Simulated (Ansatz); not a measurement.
## Relaxing amorphous carbon (146 atoms)

Wanted: the relaxed structure of amorphous carbon (146 atoms) and its electronic structure.

Program: Ansatz 0.2.0. Level of theory: Kohn-Sham DFT, PBE, PAW (set soft_2), plane waves. Results are calculated unless marked as measured.

This is a report of a sequence of runs, with most program output left out.

## 1. Set-up

The cell holds 146 atoms: 146 C. Cell: a = 9.671 Å, b = 9.671 Å, c = 9.671 Å, α = 90.0°, β = 90.0°, γ = 90.0°. 146 atoms (146 C) placed at random at 3.22 g/cm³, melted at 6000 K for 10 ps at fixed volume with the Tersoff potential (Tersoff, Phys. Rev. B 39, 5566 (1989)). Quenched from 6000 K to 500 K at 100 K/ps and fixed volume, annealed at 2100 K for 50 ps, held 5 ps.

Limits known from the start: The quench rate of 100 K/ps is many orders above laboratory rates, so the cell is likely richer in defects and strain than a real sample. The network of bonds at the start is that of the classical potential that made the cell.

## 2. Single point at the start

The forces at the start show how far the geometry lies from a minimum of this functional.

input.yaml

```yaml
crystal:
  lattice:
    - [9.6713, 0.0, 0.0]
    - [0.0, 9.6713, 0.0]
    - [0.0, 0.0, 9.6713]
  atoms:
    - { symbol: C, position: [0.44338, 0.54395, 0.1102] }
    - { symbol: C, position: [0.81697, 0.3459, 0.60915] }
    - { symbol: C, position: [0.99477, 0.2459, 0.06052] }
    - { symbol: C, position: [0.95372, 0.39938, 0.09433] }
    - { symbol: C, position: [0.59237, 0.4909, 0.89989] }
    - { symbol: C, position: [0.70394, 0.90166, 0.94896] }
    - { symbol: C, position: [0.6996, 0.98546, 0.63403] }
    - { symbol: C, position: [0.86319, 0.62074, 0.96201] }
    - { symbol: C, position: [0.60002, 0.93968, 0.26916] }
    - { symbol: C, position: [0.61427, 0.29891, 0.73192] }
    - { symbol: C, position: [0.70616, 0.34153, 0.09949] }
    - { symbol: C, position: [0.12701, 0.25712, 0.97756] }
    - { symbol: C, position: [0.09863, 0.80855, 0.35642] }
    - { symbol: C, position: [0.73747, 0.66371, 0.04879] }
    - { symbol: C, position: [0.67778, 0.93018, 0.4017] }
    - { symbol: C, position: [0.72569, 0.81772, 0.07593] }
    - { symbol: C, position: [0.39564, 0.56613, 0.67247] }
    - { symbol: C, position: [0.17249, 0.70126, 0.72443] }
    - { symbol: C, position: [0.91176, 0.66538, 0.29802] }
    - { symbol: C, position: [0.21684, 0.89962, 0.89658] }
    - { symbol: C, position: [0.69976, 0.16077, 0.36528] }
    - { symbol: C, position: [0.51887, 0.50377, 0.61081] }
    - { symbol: C, position: [0.47737, 0.20608, 0.91135] }
    - { symbol: C, position: [0.24194, 0.34888, 0.71129] }
    - { symbol: C, position: [0.26709, 0.81086, 0.77634] }
    - { symbol: C, position: [0.43237, 0.31348, 0.00377] }
    - { symbol: C, position: [0.35999, 0.65213, 0.93218] }
    - { symbol: C, position: [0.19972, 0.03111, 0.48942] }
    - { symbol: C, position: [0.76343, 0.48022, 0.54988] }
    - { symbol: C, position: [0.74972, 0.11889, 0.67402] }
    - { symbol: C, position: [0.80731, 0.86896, 0.8366] }
    - { symbol: C, position: [0.65163, 0.04067, 0.99205] }
    [... 108 atom lines left out ...]
    - { symbol: C, position: [0.95561, 0.67722, 0.57732] }
    - { symbol: C, position: [0.35897, 0.27892, 0.12009] }
    - { symbol: C, position: [0.54744, 0.60782, 0.21371] }
    - { symbol: C, position: [0.61976, 0.20429, 0.48956] }
    - { symbol: C, position: [0.19051, 0.48656, 0.08301] }
    - { symbol: C, position: [0.74373, 0.46579, 0.39574] }
kpoints:
  mp_grid: { grid: [2, 2, 2] }
hamiltonian:
  xc: pbe
scf:
  occupations: { method: fermi_dirac, width: 0.025 }
output:
  forces: true
  stress: true
  populations: true
  dos:
    method: { smearing: { sigma: 0.15 } }
    de: 0.1
    projected: { site_lists: { C: [C] } }
  eigenvalues: true
```

The run is started by

```console
> ansatz run input.yaml --threads 8 --pin off --max-ram 15872MiB --backend cpu --events-out ev --progress --plain --runs-dir out
```

Elapsed: 93 s, on 8 threads of Arm Neoverse V2, shared host; peak memory 12 GiB.

The program notes that it cut back its work space to fit the memory limit.

Read from the output:

* free energy: -36486.3650 eV
* free energy per atom: -249.9066 eV/atom
* SCF cycles: 10
* pressure: 19.61 GPa
* r.m.s. force component: 1.513 eV/Å
* longest force: 5.851 eV/Å
* Fermi energy: 12.48 eV
* levels partly filled by over 2 per cent: 19
* spilling of the projection: 0.005968

The r.m.s. force component of 1.5 eV/Å and the pressure of 20 GPa set the starting point.

Neighbours are counted within 1.88 Å (C-C).

Length of the force by element and coordination:

```
element  coordination  atoms  mean length of the force (eV/Å)  spread  least  most
      C           all    146                             2.40    1.04  0.430  5.85
      C             3     98                             2.47    1.09  0.430  5.85
      C             4     48                             2.26   0.922  0.481  4.25
```

## 3. Relaxation

The atoms are relaxed in the fixed cell, aiming at the force tolerance of the input.

input.yaml, the sections that differ from step 2:

```yaml
output:
  forces: true
relax:
  f_tol: 0.03
  max_steps: 77
# crystal, kpoints, hamiltonian, scf: as in step 2
```

Wall time 12 min (8 threads); peak memory 11 GiB; 1.6 h of CPU time.

Relaxation path:

```
step  energy less that of the first step (eV)  largest force component (eV/Å)
   1                                   0.0000                          4.5074
   2                                 -13.9724                          2.8214
   3                                 -22.2677                          2.4791
   4                                 -27.8154                          4.8356
   5                                 -32.1714                          2.7464
   6                                 -32.3598                          4.8711
   7                                 -35.1208                          1.9445
   8                                 -35.3144                          3.0116
   9                                 -35.9244                          1.8208
  10                                 -36.1997                          0.5849
  11                                 -36.3137                          0.3194
  12                                 -36.3880                          0.3745
  13                                 -36.4286                          0.3535
  14                                 -36.5258                          0.3386
  15                                 -36.5624                          0.2898
  16                                 -36.5874                          0.2988
  17                                 -36.5931                          0.3494
  18                                 -36.5990                          0.0752
  19                                 -36.5998                          0.0649
  20                                 -36.6008                          0.0399
  21                                 -36.6018                          0.0290
```

The atoms that moved most (Å):

```
atom      dx      dy      dz  length
 C26   0.502  -0.198   0.347   0.642
 C85   0.460   0.393  -0.016   0.606
  C1   0.301  -0.301   0.416   0.596
C126   0.012  -0.505   0.303   0.589
 C13   0.437   0.259  -0.174   0.538
 C17  -0.285  -0.427   0.141   0.532
 C27  -0.090   0.326  -0.409   0.531
 C80  -0.084   0.362  -0.371   0.525
```

The relaxation changed the energy by -251 meV/atom, and atoms moved by 0.27 Å r.m.s., 0.64 Å at most.

## 4. Distances and neighbours after relaxation

Bonds before and after, by the cutoffs listed below:

```
pair  bonds before  bonds after  mean before (Å)  mean after (Å)  spread before (Å)  spread after (Å)
 C-C           243          266            1.490           1.520              0.061             0.083
```

Density 3.22 g/cm³, 6.196 Å³ an atom.

Pair distribution function in bins of 0.1 Å:

```
r (Å)  total
 1.25   0.00
 1.35   0.74
 1.45   2.57
 1.55   3.65
 1.65   0.68
 1.75   0.20
 1.85   0.00
 1.95   0.00
 2.05   0.05
 2.15   0.13
 2.25   0.72
 2.35   1.19
 2.45   2.28
 2.55   1.99
 2.65   1.62
 2.75   1.29
 2.85   0.93
 2.95   1.02
 3.05   0.88
 3.15   0.84
 3.25   0.73
 3.35   0.82
 3.45   0.79
 3.55   0.89
 3.65   1.22
 3.75   1.10
 3.85   1.15
 3.95   0.88
 4.05   0.87
 4.15   0.82
 4.25   0.95
 4.35   0.98
 4.45   0.91
 4.55   1.13
 4.65   1.07
 4.75   1.01
```

Bonds by pair of elements; cutoffs follow the first minimum of g(r), held within bounds set by covalent radii, and pairs that aren't listed don't count as bonded:

```
pair A-B  cutoff (Å)  bonds  mean length (Å)  spread (Å)  shortest (Å)  B about A  A about B
     C-C        1.93    266             1.52       0.083          1.32       3.64       3.64
```

How many atoms have how many bonded neighbours:

```
element  mean   3   4
      C  3.64  52  94
```

Bond angles (no mean is given where the spread exceeds 20°):

```
angle  count  mean (°)  spread (°)
C-C-C    720       111        11.1
```

Bond length by coordination (bonds to H left out):

```
element  coordination  atoms  mean bond length (Å)
      C             3     52                  1.45
      C             4     94                  1.55
```

Rings of the network by King's shortest-path rule, up to 12 atoms, one path for each pair of neighbours; H, halogens, alkali and alkaline-earth atoms are left out, and the last column divides by all other atoms, bonded or not:

```
ring size (atoms)  rings  per network atom
                3      1             0.007
                4      5             0.034
                5     29             0.199
                6     80             0.548
                7     43             0.295
                8     39             0.267
                9      9             0.062
               10      4             0.027
```

By these cutoffs 64 % of C atoms have 4 bonded neighbours. The C-C-C angle averages 111° with a spread of 11°. Read as hybridisation, 64 % of the carbon is sp3 and 36 % sp2. Bonds at C atoms with 3 neighbours average 1.45 Å, against 1.55 Å at those with 4. Rings of 6 atoms are the most common (38 % of those counted); sizes run from 3 to 10.

## 5. Single point at the relaxed geometry

One more single point at the end of the walk gives the fuller output and checks the residual forces.

input.yaml

```yaml
crystal:
  lattice:
    - [9.6713, 0.0, 0.0]
    - [0.0, 9.6713, 0.0]
    - [0.0, 0.0, 9.6713]
  atoms:
    - { symbol: C, position: [0.47454, 0.51279, 0.15322] }
    - { symbol: C, position: [0.81433, 0.33568, 0.61588] }
    - { symbol: C, position: [0.9969, 0.23783, 0.06695] }
    - { symbol: C, position: [0.95413, 0.39768, 0.09946] }
    - { symbol: C, position: [0.60271, 0.47955, 0.92643] }
    - { symbol: C, position: [0.69308, 0.88729, 0.92687] }
    - { symbol: C, position: [0.68934, 0.99265, 0.63389] }
    - { symbol: C, position: [0.85367, 0.60697, 0.95891] }
    - { symbol: C, position: [0.58839, 0.93343, 0.27294] }
    - { symbol: C, position: [0.61458, 0.29283, 0.7412] }
    - { symbol: C, position: [0.72764, 0.33414, 0.10316] }
    - { symbol: C, position: [0.12901, 0.25991, 0.97792] }
    - { symbol: C, position: [0.14386, 0.83535, 0.33839] }
    - { symbol: C, position: [0.7273, 0.65953, 0.03989] }
    - { symbol: C, position: [0.68073, 0.97551, 0.39094] }
    - { symbol: C, position: [0.72379, 0.81639, 0.07067] }
    - { symbol: C, position: [0.36616, 0.52202, 0.68709] }
    - { symbol: C, position: [0.18116, 0.6926, 0.69876] }
    - { symbol: C, position: [0.92638, 0.68601, 0.29874] }
    - { symbol: C, position: [0.20687, 0.89533, 0.88412] }
    - { symbol: C, position: [0.71207, 0.13667, 0.3735] }
    - { symbol: C, position: [0.50217, 0.499, 0.61957] }
    - { symbol: C, position: [0.48214, 0.20073, 0.92172] }
    - { symbol: C, position: [0.27558, 0.3803, 0.71773] }
    - { symbol: C, position: [0.27959, 0.79215, 0.78118] }
    - { symbol: C, position: [0.48429, 0.29296, 0.03969] }
    - { symbol: C, position: [0.35071, 0.68585, 0.8899] }
    - { symbol: C, position: [0.2098, 0.04553, 0.50063] }
    - { symbol: C, position: [0.76463, 0.49398, 0.58124] }
    - { symbol: C, position: [0.74932, 0.11209, 0.66332] }
    - { symbol: C, position: [0.81298, 0.83142, 0.82032] }
    - { symbol: C, position: [0.65437, 0.0318, 0.98795] }
    [... 108 atom lines left out ...]
    - { symbol: C, position: [0.94357, 0.69989, 0.56451] }
    - { symbol: C, position: [0.34194, 0.28528, 0.10761] }
    - { symbol: C, position: [0.55037, 0.6232, 0.22012] }
    - { symbol: C, position: [0.61952, 0.22211, 0.47423] }
    - { symbol: C, position: [0.20331, 0.49357, 0.0889] }
    - { symbol: C, position: [0.73118, 0.4461, 0.42699] }
kpoints:
  mp_grid: { grid: [2, 2, 2] }
hamiltonian:
  xc: pbe
scf:
  occupations: { method: fermi_dirac, width: 0.025 }
output:
  forces: true
  stress: true
  populations: true
  dos:
    method: { smearing: { sigma: 0.1 } }
    de: 0.1
    projected: { site_lists: { C: [C] } }
  eigenvalues: true
  write_density: true
  write_potential: true
  volumetric_format: npy
  elf: true
```

Elapsed: 1.8 min, on 8 threads; peak memory 12 GiB.

Read from the output:

```yaml
free_energy: -36522.9667 eV
free_energy_per_atom: -250.1573 eV/atom
scf_cycles: 12
pressure: 14.96 GPa
r_m_s_force_component: 0.00565 eV/Å
longest_force: 0.03977 eV/Å
fermi_energy: 12.5 eV
levels_partly_filled_by_over_2_per_cent: 12
spilling_of_the_projection: 0.005351
```

The mean of these charges, 0.021 e, is only the charge that the projection spills.

Löwdin charges by element and coordination (they lack the spilled electrons, 0.021 e an atom on average):

```
element  coordination  atoms  mean charge (e)  spread    least    most
      C           all    146           0.0214  0.0237  -0.0803  0.0767
      C             3     52           0.0093  0.0326  -0.0803  0.0767
      C             4     94           0.0281  0.0124   1.0e-4  0.0671
```

Density of states as counts of states in windows of 1 eV (from the Fermi level), total and the larger projections:

```
from (eV)  to (eV)  total   C p   C s
      -18      -17   20.0   8.3  11.6
      -17      -16   23.3  10.2  13.0
      -16      -15   20.5   9.7  10.7
      -15      -14   23.3  12.0  11.1
      -14      -13   22.3  13.3   8.9
      -13      -12   25.3  16.6   8.5
      -12      -11   26.8  19.3   7.4
      -11      -10   30.0  23.5   6.3
      -10       -9   34.1  28.3   5.6
       -9       -8   37.9  32.9   4.9
       -8       -7   42.8  38.3   4.3
       -7       -6   46.8  43.1   3.6
       -6       -5   47.4  44.4   2.9
       -5       -4   44.4  42.0   2.3
       -4       -3   34.7  33.0   1.6
       -3       -2   23.8  22.5   1.2
       -2       -1   14.8  13.9   0.8
       -1        0   12.6  11.6   0.8
        0        1   11.5  10.5   0.8
        1        2   14.4  12.6   1.4
        2        3   19.4  16.7   1.9
        3        4   15.8  12.0   2.8
        4        5   26.9  18.7   6.0
```

Between -23 and -18 eV lie 53 more states.

The levels nearest the highest filled one (over half full), pooled over k-points and spins:

```
level less the highest filled one (eV)  occupation
                               -0.0682        1.91
                               -0.0407        1.75
                               -0.0236        1.56
                               -0.0076        1.30
                               -0.0032        1.22
                                     0        1.16
                                0.0318       0.559
                                0.0383        0.46
                                0.0835       0.094
                                0.0998        0.05
                                 0.114       0.029
                                 0.123        0.02
```

Electrostatic potential energy in the ac plane at fractional y = 0.273, with atoms of C within 0.2 Å of it. With pseudopotentials it is smooth inside the atoms' cores, unlike the true potential.

Ten even steps from '0' (-53 eV) to '9' (14 eV), each cell a mean:
```
883016999999778999986368888
776458999999878999997578778
215899999999889999999999887
004899999999988999999999996
447999999999755767899999998
888899999999745401699999999
987899999999887512689999999
987899985479999866678889999
743699961038999996126768999
600489972148999996126767657
733699998789999988678886103
888899999899999866899996104
999999998899999844799998657
899999986689999877899998535
777877851059999999999997202
633565751059999999999998524
722677886689999999999999888
977899999889999999999999999
999999999889998767999999999
999999998789997203899999999
899999983138987204777999998
369999972027657768866899984
168889986567203899988999973
675127899997314899998789987
```
Columns run along a (9.7 Å; values clipped at the 3rd and 97th percentile), rows up along c (9.7 Å). Atoms in or near the plane, at fractional coordinates: C at (0.61, 0.74), C at (0.13, 0.98), C at (0.48, 0.04), C at (0.03, 0.85), C at (0.92, 0.53), C at (0.59, 0.16), C at (0.93, 0.38), C at (0.07, 0.59), C at (0.32, 0.36), C at (0.33, 0.62), C at (0.34, 0.11).

ELF in the ac plane at fractional y = 0.273, with atoms of C within 0.2 Å of it. It is the smooth field of the valence electrons, not physical close to the nuclei.

Ten even steps from '_' (0.02) to '@' (0.90), each cell a mean:
```
::++++..--##==....__..++%%@@%%++..__::++****%%%%++==--
==##@@%%++==::______..++####**==____--**####@@%%**++**
++++@@%%++..________..==****==::__..==****++++++++##%%
::..**++::__________..++####++--::==++==::......::==**
++##%%**::____..______==##****##**####==..::--::..::==
++%%%%**--....::::..__--****@@@@====**--..--++==..__::
::++**++::__::++**++::::==**%%%%--++##--..::++==..____
--**##++::__--####****==::::--++##@@@@++====++==::____
**++****::__--##==..++**::____::##%%++++%%##++++++--==
%%--::++==..--##**==**++..____..++##==++@@%%**%%%%**%%
@@**++##++....**%%%%**::______::**%%%%****==**%%==::%%
**==++**++::__--++**==..____::==**####==....--++----**
--....::--..__::++**==..____--####**++::____..--##%%##
++::::::------++##%%**::____==%%@@##==..____..--******
%%****##**++####----**==____::++**++::______::++==..++
@@****@@%%##@@%%----**==____........______..::****==%%
%%++**@@%%******##%%##--........__________..::--==++##
##%%%%##++::..::==**++--::::--==--::..____......__..--
::==++==..____..--++++--..::++******--....----::______
::....________--**####--__::++==::++**==++##**::__..::
**==::______::++++--++**==++%%++::**%%****##++....==**
******==..__::**++..**@@%%##@@@@**####******::__::**##
==%%@@##++--::++**++%%@@++::**##==::==**%%##--__::****
++%%%%==++##==------==****++**++..__::**%%##**----****
```
Columns run along a (9.7 Å), rows up along c (9.7 Å). Atoms in or near the plane, at fractional coordinates: C at (0.61, 0.74), C at (0.13, 0.98), C at (0.48, 0.04), C at (0.03, 0.85), C at (0.92, 0.53), C at (0.59, 0.16), C at (0.93, 0.38), C at (0.07, 0.59), C at (0.32, 0.36), C at (0.33, 0.62), C at (0.34, 0.11).

Löwdin charges run from -0.08 to +0.08 e, about a mean that is the spilled charge alone. Within 0.4 eV of the Fermi level the largest share is C p (92 % of the projected weight).

A closer look about C9, whose charge lies farthest from its element's mean: 8 atoms, nearest first, numbered in the order of the input, with positions taken from that point.

```
atom      x      y      z  distance (Å)  bonds  Löwdin charge (e)
  C9   0.00   0.00   0.00          0.00      3              -0.08
C111   0.10  -0.79  -1.14          1.39      3               0.03
 C15   0.89   0.41   1.14          1.51      4               0.03
 C99  -0.82   1.24  -0.26          1.51      4               0.03
C104   0.45   2.10  -0.52          2.21      4               0.05
 C71  -1.07  -1.29  -1.75          2.43      3              -0.02
 C84  -0.01   0.41   2.44          2.48      4               0.02
 C21   1.20   1.97   0.97          2.50      4               0.01
```

The column of bonds counts only the pairs C-C within 1.93 Å; other neighbours, such as metal atoms beside each other in a compound, aren't counted, and periodic images can show an atom twice.

## 6. Results

```
energy change in the relaxation : -250.7 meV/atom
r.m.s. displacement             : 0.265 Å
largest displacement            : 0.642 Å
free energy per atom            : -250.1573 eV/atom
pressure                        : 14.96 GPa
r.m.s. force component          : 0.00565 eV/Å
wall time of the 3 DFT runs     : 16 min
```

In words: Relaxation lowers the energy by 251 meV/atom and moves atoms by 0.27 Å r.m.s.; the r.m.s. force component goes from 1.5 to 0.0056 eV/Å, the pressure goes from 20 to 15 GPa. By the final cutoffs 1 of 243 bonded pairs parted and 24 joined. First to last step the energy falls by 36.602 eV; the largest move, 0.64 Å, is that of C26. The C-C bonds go from 1.490 Å (spread 0.061) to 1.520 Å (spread 0.083), and their number from 243 to 266. Counting bonds as in the table, 64 % of C atoms have 4 bonded neighbours. Read as hybridisation, 64 % of the carbon is sp3 and 36 % sp2. 12 levels are partly filled, by over 2 % (on the run's k-points): at this level the cell shows no clear gap. Levels of broken or missing bonds inside a gap of the host would look the same.

**Limits.** The starting topology of bonds comes from the classical model; in DFT 1 of its 243 bonded pairs passed out of the cutoffs and 24 came within them. The stress is far from hydrostatic: its diagonal is 20.5, 19.6, 4.8 GPa, compression counted positive. The pressure of 15 GPa means that a free cell would grow at this level.

[Logs are printed without paths, hosts, clocks, repeated set-up lines and the standing remarks that a program may print on its own settings, such as how far it seeks lower states.]

[Hosts, paths, dates, database ids (printed as entryN), source tags and the programs' standing remarks are cut or masked in the printed files.]
